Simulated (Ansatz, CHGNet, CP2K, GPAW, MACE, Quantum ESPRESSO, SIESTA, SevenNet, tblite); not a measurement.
## Running random rock-salt alloy of NbC and TiC (64 atoms) with Quantum ESPRESSO

Wanted: Quantum ESPRESSO inputs and outputs for random rock-salt alloy of NbC and TiC (64 atoms), checked against a plane-wave reference.

Program: Quantum ESPRESSO 7.5. Level of theory: the method is named at each step. Results are calculated unless marked as measured.

### 1. The structure

The cell holds 64 atoms: 28 Ti, 32 C and 4 Nb. Its edges and angles: a = 8.692 Å, b = 8.692 Å, c = 8.692 Å, α = 90.0°, β = 90.0°, γ = 90.0°. It derives from NbC (rock-salt), repeated 2×2×2. Rock-salt NbC, 2 x 2 x 2 conventional cells, 28 of 32 Nb sites given to Ti at random (x = 0.875), lattice by Vegard's rule (a = 4.346 Å); not relaxed, displaced by a Gaussian of 0.02 Å. Then every atom was moved at random, 0.02 Å r.m.s. a Cartesian component.

The yardstick, on the same geometry:

- method: Kohn-Sham DFT, PBE, PAW, plane waves (Ansatz 0.2.0); cutoff 420 eV, Γ point, fermi-dirac smearing of 0.05 eV; PAW set soft_2
- r.m.s. force component: 0.5059 eV/Å
- longest force: 1.706 eV/Å
- pressure: 1.357 GPa
- SCF cycles: 8
- time: 4 s on 8 threads of Arm Neoverse V2, shared host
- CPU time: 27 s

### 2. PBE, sssp-1.3.0-efficiency, 45/360 Ry

Method: Kohn-Sham DFT, PBE, SSSP efficiency 1.3.0 pseudopotentials, plane waves.

The input, pw.in:

```
&control
  calculation = 'scf'
  pseudo_dir = './pseudo'
  outdir = './tmp'
  disk_io = 'none'
  tprnfor = .true.
  tstress = .true.
/
&system
  ibrav = 0
  nat = 64
  ntyp = 3
  ecutwfc = 45
  ecutrho = 360
  nosym = .true.
  occupations = 'smearing'
  smearing = 'fd'
  degauss = 0.003675
/
&electrons
  conv_thr = 3.2e-07
  electron_maxstep = 100
  mixing_beta = 0.2
  mixing_mode = 'local-TF'
  diagonalization = 'david'
/
ATOMIC_SPECIES
Ti 47.867 Ti.upf
C 12.011 C.upf
Nb 92.906 Nb.upf
CELL_PARAMETERS angstrom
8.69160 0.00000 0.00000
0.00000 8.69160 0.00000
0.00000 0.00000 8.69160
ATOMIC_POSITIONS crystal
Ti 0.99750 0.00025 0.99914
C 0.25358 0.00903 0.99854
Ti 0.99826 0.25220 0.25068
C 0.25299 0.25208 0.25314
Ti 0.25312 0.00750 0.24526
C 0.00633 0.99965 0.24616
Ti 0.24424 0.25304 0.99322
C 0.00100 0.25514 0.99978
Ti 0.00104 0.99843 0.50223
C 0.25075 0.00002 0.49536
Ti 0.99734 0.25380 0.75184
C 0.25057 0.25407 0.75129
Ti 0.25175 0.99582 0.75003
C 0.99516 0.00705 0.74777
Nb 0.25178 0.25235 0.49307
C 0.99988 0.23983 0.50004
Ti 0.99985 0.50382 0.99630
C 0.25204 0.49850 0.99782
Nb 0.99412 0.75620 0.24696
C 0.25230 0.74710 0.25536
Ti 0.25160 0.49587 0.24663
C 0.00165 0.50595 0.25277
Ti 0.25200 0.75120 0.00179
C 0.00111 0.75292 0.00141
Ti 0.00446 0.49770 0.49691
C 0.24522 0.49984 0.49628
Ti 0.00544 0.75290 0.74299
C 0.25205 0.74775 0.75561
Ti 0.24632 0.50088 0.74973
C 0.00380 0.49985 0.74290
Ti 0.24703 0.75015 0.49836
C 0.99685 0.75056 0.49943
Ti 0.50407 0.99496 0.00305
C 0.75578 0.99665 0.00010
Ti 0.50621 0.24467 0.24588
C 0.74870 0.24676 0.25056
Ti 0.74849 0.99991 0.24519
C 0.49700 0.00296 0.24645
Nb 0.75426 0.25085 0.99870
C 0.49710 0.24443 0.99934
Ti 0.49674 0.99815 0.49391
C 0.74928 0.00338 0.49824
Nb 0.50083 0.25102 0.74966
C 0.74508 0.25202 0.75005
Ti 0.75436 0.00109 0.74796
C 0.49865 0.99761 0.75391
Ti 0.75230 0.24670 0.50268
C 0.49326 0.25615 0.49768
Ti 0.50039 0.50357 0.00337
C 0.74908 0.50074 0.99648
Ti 0.49939 0.74297 0.24990
C 0.75018 0.75252 0.25177
Ti 0.75009 0.49883 0.24882
C 0.50616 0.49732 0.24780
Ti 0.75118 0.75127 0.00437
C 0.49763 0.74633 0.99968
[... 4 atom lines left out ...]
Ti 0.75161 0.49837 0.75824
C 0.50084 0.50267 0.74737
Ti 0.74783 0.75955 0.50202
C 0.50708 0.75095 0.50432
K_POINTS gamma
```

Command:

```console
$ OMP_NUM_THREADS=1 mpirun -np 2 pw.x -in pw.in > output.txt
```

What it wrote:

```text
Program PWSCF
     gamma-point specific algorithms are used
     Parallelization info
     sticks:   dense  smooth     PW     G-vecs:    dense   smooth      PW
     Min        3860    1933    485               255576    90495   11323
     Max        3861    1936    488               255579    90500   11324
     Sum        7721    3869    973               511155   180995   22647
     bravais-lattice index     =            0
     lattice parameter (alat)  =      16.4247  a.u.
     unit-cell volume          =    4430.9392 (a.u.)^3
     number of atoms/cell      =           64
     number of atomic types    =            3
     number of electrons       =       516.00
     number of Kohn-Sham states=          310
     kinetic-energy cutoff     =      45.0000  Ry
     charge density cutoff     =     360.0000  Ry
     scf convergence threshold =      3.2E-07
     mixing beta               =       0.2000
     number of iterations used =            8  local-TF  mixing
     Exchange-correlation= SLA  PW   PBX  PBC
                           (   1   4   3   4   0   0   0)
     crystal axes: (cart. coord. in units of alat)
               a(1) = (   1.000000   0.000000   0.000000 )
               a(2) = (   0.000000   1.000000   0.000000 )
               a(3) = (   0.000000   0.000000   1.000000 )
     reciprocal axes: (cart. coord. in units 2 pi/alat)
               b(1) = (  1.000000  0.000000  0.000000 )
               b(2) = (  0.000000  1.000000  0.000000 )
               b(3) = (  0.000000  0.000000  1.000000 )
     PseudoPot. # 1 for Ti:
     Pseudo is Ultrasoft + core correction, Zval = 12.0
     PseudoPot. # 2 for C :
     Pseudo is Projector augmented-wave + core cor, Zval =  4.0
     PseudoPot. # 3 for Nb:
     Pseudo is Projector augmented-wave + core cor, Zval = 13.0
     atomic species   valence    mass     pseudopotential
     Ti               12.00    47.86700     Ti( 1.00)
     C                 4.00    12.01100     C ( 1.00)
     Nb               13.00    92.90600     Nb( 1.00)
     No symmetry found
   Cartesian axes
     number of k points=     1  Fermi-Dirac smearing, width (Ry)=  0.0037
                       cart. coord. in units 2pi/alat
        k(    1) = (   0.0000000   0.0000000   0.0000000), wk =   2.0000000
     Dense  grid:   255578 G-vectors     FFT dimensions: ( 100, 100, 100)
     Smooth grid:    90498 G-vectors     FFT dimensions: (  72,  72,  72)
     Check: negative core charge=   -0.000016
     Initial potential from superposition of free atoms
     starting charge     487.9889, renormalised to     516.0000
     negative rho (up, down):  3.811E-02 0.000E+00
     Starting wfcs are  448 randomized atomic wfcs
     Self-consistent Calculation
     iteration #  1     ecut=    45.00 Ry     beta= 0.20
     negative rho (up, down):  3.843E-02 0.000E+00
     total energy              =   -5276.48000340 Ry
     estimated scf accuracy    <      54.07812276 Ry
     iteration #  2     ecut=    45.00 Ry     beta= 0.20
     negative rho (up, down):  3.855E-02 0.000E+00
     total energy              =   -5266.51285722 Ry
     estimated scf accuracy    <      37.26674567 Ry
     iteration #  3     ecut=    45.00 Ry     beta= 0.20
     negative rho (up, down):  3.256E-02 0.000E+00
     total energy              =   -5269.34703642 Ry
     estimated scf accuracy    <       9.99414222 Ry
     iteration #  4     ecut=    45.00 Ry     beta= 0.20
     negative rho (up, down):  2.587E-02 0.000E+00
     total energy              =   -5268.72494650 Ry
     estimated scf accuracy    <       4.03572961 Ry
     iteration #  5     ecut=    45.00 Ry     beta= 0.20
     negative rho (up, down):  2.827E-02 0.000E+00
     total energy              =   -5269.43458769 Ry
     estimated scf accuracy    <       0.65665100 Ry
     iteration #  6     ecut=    45.00 Ry     beta= 0.20
[...]
total energy              =   -5269.48830833 Ry
     estimated scf accuracy    <       0.27603850 Ry
[...]
c_bands:  3 eigenvalues not converged
[...]
total energy              =   -5269.46335314 Ry
[...]
iteration # 19     ecut=    45.00 Ry     beta= 0.20
[...]
total energy              =   -5269.46335241 Ry
     estimated scf accuracy    <       0.00000194 Ry
     iteration # 20     ecut=    45.00 Ry     beta= 0.20
[...]
total energy              =   -5269.46335289 Ry
     estimated scf accuracy    <       0.00000061 Ry
     iteration # 21     ecut=    45.00 Ry     beta= 0.20
     negative rho (up, down):  2.730E-02 0.000E+00
     End of self-consistent calculation
          k = 0.0000 0.0000 0.0000 ( 11324 PWs)   bands (ev):
   -41.3399 -41.3260 -41.3092 -41.3022 -41.2964 -41.2934 -41.2901 -41.2839
   -41.2795 -41.2730 -41.2641 -41.2580 -41.2573 -41.2514 -41.2504 -41.2431
   -41.2390 -41.2307 -41.2273 -41.2237 -41.2228 -41.2156 -41.2131 -41.2083
   -41.2016 -41.1954 -41.1952 -41.1887 -39.5753 -39.5526 -39.5289 -39.4753
   -17.8480 -17.8348 -17.8322 -17.8224 -17.7758 -17.7642 -17.7587 -17.7428
   -17.7233 -17.7198 -17.7152 -17.7113 -17.7076 -17.7017 -17.6932 -17.6881
[...]
17.3763  17.3993  17.4025  17.4120  17.4195  17.4324  17.4382  17.4506
    17.7885  17.8187  17.8374  17.8520  17.8857  17.9183  17.9235  17.9392
    17.9484  17.9620  17.9805  17.9976  18.0322  18.0408  18.0874  18.1388
    18.1472  18.1538  18.1583  18.1795  18.1898  18.2071
     the Fermi energy is    14.9886 ev
!    total energy              =   -5269.46335265 Ry
     estimated scf accuracy    <       0.00000030 Ry
     smearing contrib. (-TS)   =      -0.02896160 Ry
     internal energy E=F+TS    =   -5269.43439105 Ry
     The total energy is F=E-TS. E is the sum of the following terms:
     one-electron contribution =    -844.79819541 Ry
     hartree contribution      =     699.48454279 Ry
     xc contribution           =    -769.73770914 Ry
     ewald contribution        =   -3322.79859385 Ry
     one-center paw contrib.   =   -1031.58443544 Ry
     convergence has been achieved in  21 iterations
     negative rho (up, down):  2.730E-02 0.000E+00
     Forces acting on atoms (cartesian axes, Ry/au):
     atom    1 type  1   force =     0.03178417    0.01394346   -0.01186131
     atom    2 type  2   force =    -0.00392284   -0.02895787   -0.00052209
     atom    3 type  1   force =    -0.00598144   -0.00544929   -0.00384271
     atom    4 type  2   force =    -0.01115850   -0.00139141   -0.05262154
     atom    5 type  1   force =    -0.01035085   -0.03629632   -0.00854407
     atom    6 type  2   force =    -0.02332415    0.04352971    0.01413561
[...]
atom   62 type  2   force =    -0.00454612    0.00222953    0.00952263
     atom   63 type  1   force =     0.01292355   -0.03872308    0.00524659
     atom   64 type  2   force =    -0.03613950    0.00280684   -0.02091306
     Total force =     0.274184     Total SCF correction =     0.001449
     Computing stress (Cartesian axis) and pressure
     negative rho (up, down):  2.730E-02 0.000E+00
          total   stress  (Ry/bohr**3)                   (kbar)     P=       13.86
   0.00010723  -0.00001561  -0.00000964           15.77       -2.30       -1.42
  -0.00001561   0.00008335  -0.00000792           -2.30       12.26       -1.16
  -0.00000964  -0.00000792   0.00009206           -1.42       -1.16       13.54
     Message from routine punch:
     Nothing written, as per user request (disk_io='none')
```

Run time: 3 min. Hardware: 2 MPI ranks of Arm Neoverse V2, shared host; peak memory 1.4 GiB.

Banners, paths, timers and routine set-up lines are dropped from the logs unmarked, and long logs keep their key lines alone; longer cuts are marked.

Compared with the plane-wave run:

- r.m.s. force component: 0.5088 eV/Å
- r.m.s. difference of force components: 5.819 meV/Å
- longest difference of force vectors: 26.54 meV/Å
- force difference over r.m.s. force: 1.15 %
- slope of forces against the reference's: 1.006
- correlation of force components: 1
- pressure: 1.386 GPa
- pressure difference: 0.0288 GPa

Length of the force difference by element (eV/Å):

| element | atoms | mean | most |
| --- | --- | --- | --- |
| C | 32 | 0.011 | 0.026 |
| Nb | 4 | 0.006 | 0.011 |
| Ti | 28 | 0.0019 | 0.0039 |

Local excerpt of 9 atoms (numbers count through the whole input) about Ti35, picked at random; x, y, z are measured from there.

| atom | x | y | z | distance (Å) | bonds | Fx | Fy | Fz (eV/Å) |
| --- | --- | --- | --- | --- | --- | --- | --- | --- |
| Ti35 | 0.00 | 0.00 | 0.00 | 0.00 | 6 | -0.58 | 0.66 | 0.38 |
| C38 | -0.08 | -2.10 | 0.00 | 2.10 | 6 | 0.49 | -0.42 | 0.26 |
| C36 | 2.11 | 0.02 | 0.04 | 2.11 | 6 | 0.41 | 0.36 | 0.26 |
| C40 | -0.08 | 0.00 | -2.14 | 2.14 | 6 | -0.14 | 0.70 | 0.28 |
| C48 | -0.11 | 0.10 | 2.19 | 2.19 | 6 | 1.57 | -0.68 | -0.23 |
| C54 | 0.00 | 2.20 | 0.02 | 2.20 | 6 | -0.18 | 0.18 | 0.17 |
| C4 | -2.20 | 0.06 | 0.06 | 2.20 | 6 | -0.29 | -0.04 | -1.35 |
| Ti37 | 2.11 | -2.13 | -0.01 | 2.99 | 6 | 0.07 | 0.44 | 0.66 |
| Ti5 | -2.20 | -2.06 | -0.01 | 3.01 | 6 | -0.27 | -0.93 | -0.22 |

Forces lie 1.2 % from the reference's, at 13 times its CPU time (on 2 against 8 cores).

### 3. PBE, sssp-1.3.0-efficiency, 35/280 Ry

Method: Kohn-Sham DFT, PBE, SSSP efficiency 1.3.0 pseudopotentials, plane waves.

Changes to pw.in since step 2:

```diff
@@ -12,4 +12,4 @@
   ntyp = 3
-  ecutwfc = 45
-  ecutrho = 360
+  ecutwfc = 35
+  ecutrho = 280
   nosym = .true.
```

What it wrote:

```text
[banner, memory and clock lines left out]
Program PWSCF
     gamma-point specific algorithms are used
     bravais-lattice index     =            0
     lattice parameter (alat)  =      16.4247  a.u.
     unit-cell volume          =    4430.9392 (a.u.)^3
[... lines left out ...]
     total energy              =   -5269.27800261 Ry
[... lines left out ...]
     c_bands:  1 eigenvalues not converged
[... lines left out ...]
     c_bands:  4 eigenvalues not converged
[... lines left out ...]
     c_bands:  1 eigenvalues not converged
[... lines left out ...]
     total energy              =   -5269.40059083 Ry
[... lines left out ...]
     total energy              =   -5269.40059078 Ry
[... lines left out ...]
     the Fermi energy is    14.9936 ev
!    total energy              =   -5269.40059078 Ry
[... lines left out ...]
     The total energy is F=E-TS. E is the sum of the following terms:
     one-electron contribution =    -844.71800926 Ry
     hartree contribution      =     699.48121892 Ry
     xc contribution           =    -769.73187253 Ry
     ewald contribution        =   -3322.79859385 Ry
     one-center paw contrib.   =   -1031.60444874 Ry
     convergence has been achieved in  21 iterations
     negative rho (up, down):  2.949E-02 0.000E+00
     Forces acting on atoms (cartesian axes, Ry/au):
     atom    1 type  1   force =     0.03183218    0.01393077   -0.01189895
     atom    2 type  2   force =    -0.00380133   -0.02873621   -0.00046367
     atom    3 type  1   force =    -0.00598488   -0.00545775   -0.00388406
[...]
atom   63 type  1   force =     0.01294999   -0.03880011    0.00521981
     atom   64 type  2   force =    -0.03599498    0.00284072   -0.02119611
     Total force =     0.273905     Total SCF correction =     0.000731
     Computing stress (Cartesian axis) and pressure
     negative rho (up, down):  2.949E-02 0.000E+00
          total   stress  (Ry/bohr**3)                   (kbar)     P=        0.01
   0.00001353  -0.00001563  -0.00000956            1.99       -2.30       -1.41
  -0.00001563  -0.00001101  -0.00000788           -2.30       -1.62       -1.16
  -0.00000956  -0.00000788  -0.00000224           -1.41       -1.16       -0.33
     Message from routine punch:
     Nothing written, as per user request (disk_io='none')
```

Wall time 2.1 min (2 MPI ranks); peak memory 0.98 GiB; 4.2 min of CPU time.

Compared with the plane-wave run:

- r.m.s. force component: 0.5082 eV/Å
- r.m.s. difference of force components: 5.785 meV/Å
- longest difference of force vectors: 21.45 meV/Å
- force difference over r.m.s. force: 1.144 %
- slope of forces against the reference's: 1.005
- correlation of force components: 1
- pressure: 0.0013 GPa
- pressure difference: -1.356 GPa
- energy less the same-level run's: 13.34 meV/atom
- r.m.s. force difference from the same-level run: 3.411 meV/Å

This is a coarse setting, run to see what it loses.

Against the first run (1.2 %), the force difference from the reference is 1.1 %, at 0.71 times the CPU time.

[end of part 1 of 2]

[Also dropped from logs without a mark: logging warnings of Python, and SIESTA's first energy breakdown and zero terms.]

[Logs are printed without paths, hosts, clocks, repeated set-up lines and the standing remarks that a program may print on its own settings, such as how far it seeks lower states.]

[Hosts, paths, dates, database ids (printed as entryN), source tags and the programs' standing remarks are cut or masked in the printed files.]
